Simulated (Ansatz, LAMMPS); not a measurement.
# Static equation of state of glassy 47SiO2-23SrO-30Li2O (mol %) (119 atoms)

Density of this cell: 2.81 g/cm³. The cell holds 119 atoms: 20 Si, 10 Sr, 26 Li and 63 O. Its edges and angles: a = 11.391 Å, b = 11.877 Å, c = 11.492 Å, α = 88.3°, β = 92.4°, γ = 90.0°. The starting structure: 119 atoms (20 Si, 10 Sr, 26 Li, 63 O) placed at random at 2.99 g/cm³, melted at 4000 K for 10 ps at fixed volume with the Morse and Coulomb pair potential with partial charges (Pedone, Malavasi, Menziani, Cormack and Segre, J. Phys. Chem. B 110, 11780 (2006)). Quenched from 4000 K to 300 K at 25 K/ps and fixed volume, held 10 ps at zero pressure.

Calculated with Ansatz 0.2.0: Kohn-Sham DFT, revPBE, PAW (set soft_2), plane waves; cutoff 420 eV, Γ point, fixed occupations. Cell and atoms were relaxed first, to V0 = 13.049 Å³ an atom at a residual P0 = 0.014 GPa. The cell was then scaled evenly, and the atoms were relaxed at each volume.

```
volume (Å³/atom)  pressure (GPa)
          11.744           5.403
          12.266               ?
          12.657           1.536
          13.440          -1.073
          13.832          -1.982
```

**Question.** Fit the third-order Birch–Murnaghan equation to the rows given and interpolate to the withheld row.

Worked fit:

Take the Eulerian strain f = ½[(V0/V)^(2/3) − 1] and the normalised pressure F = (P − P0) / [3f(1 + 2f)^(5/2)]. The third-order Birch–Murnaghan equation is then the line F = B0 + (3/2)B0(B′ − 4) f, so u = f and v = F.

| u = f | v = F (GPa) |
| --- | --- |
| 0.0363831 | 41.4162 |
| 0.0102570 | 47.0059 |
| -0.00975646 | 39.0200 |
| -0.0190505 | 38.4915 |

With n = 4: mean u = 0.00445831, mean v = 41.4834, Σ(u − ū)² = 0.0018075, Σ(u − ū)(v − v̄) = 0.13523. Slope b = 0.13523 / 0.0018075 = 74.815; intercept a = v̄ − b ū = 41.150.

So B0 = a = 41.1 GPa and B′ = 4 + 2b/(3a) = 5.21. At the withheld volume f = 0.02106, F = a + b f = 42.73 GPa, and P = P0 + 3f(1 + 2f)^(5/2) F.

Prediction at 12.266: 3.006 GPa. The run gave 3.097 GPa, so the fit is low by 0.091 GPa (2.9 % of the value).

The series isn't one smooth equation of state: even a line fitted to all rows, the withheld one included, misses F by up to 10.2 %, the count of bonds changes along the series and an atom moves over 0.5 Å in some relaxation. B0 and B′ are then only the numbers of this fit, not moduli of the material. Among the rows given, the largest miss of the fit is at 11.744, by 0.32 GPa (4.3 % of the range of the table).

Limits: Static cells at zero temperature; the cell shape is held. The program notes that the SCF threshold of these relaxations is loose for the stress. The quench rate of 25 K/ps is many orders above laboratory rates, so the cell is likely richer in defects and strain than a real sample. The network of bonds at the start is that of the classical potential that made the cell, and needn't be the one that DFT or experiment would give. Only the Γ point is sampled, in a cell whose shortest periodic width is 11 Å.

[Logs are printed without paths, hosts, clocks, repeated set-up lines and the standing remarks that a program may print on its own settings, such as how far it seeks lower states.]

[Hosts, paths, dates, database ids (printed as entryN), source tags and the programs' standing remarks are cut or masked in the printed files.]
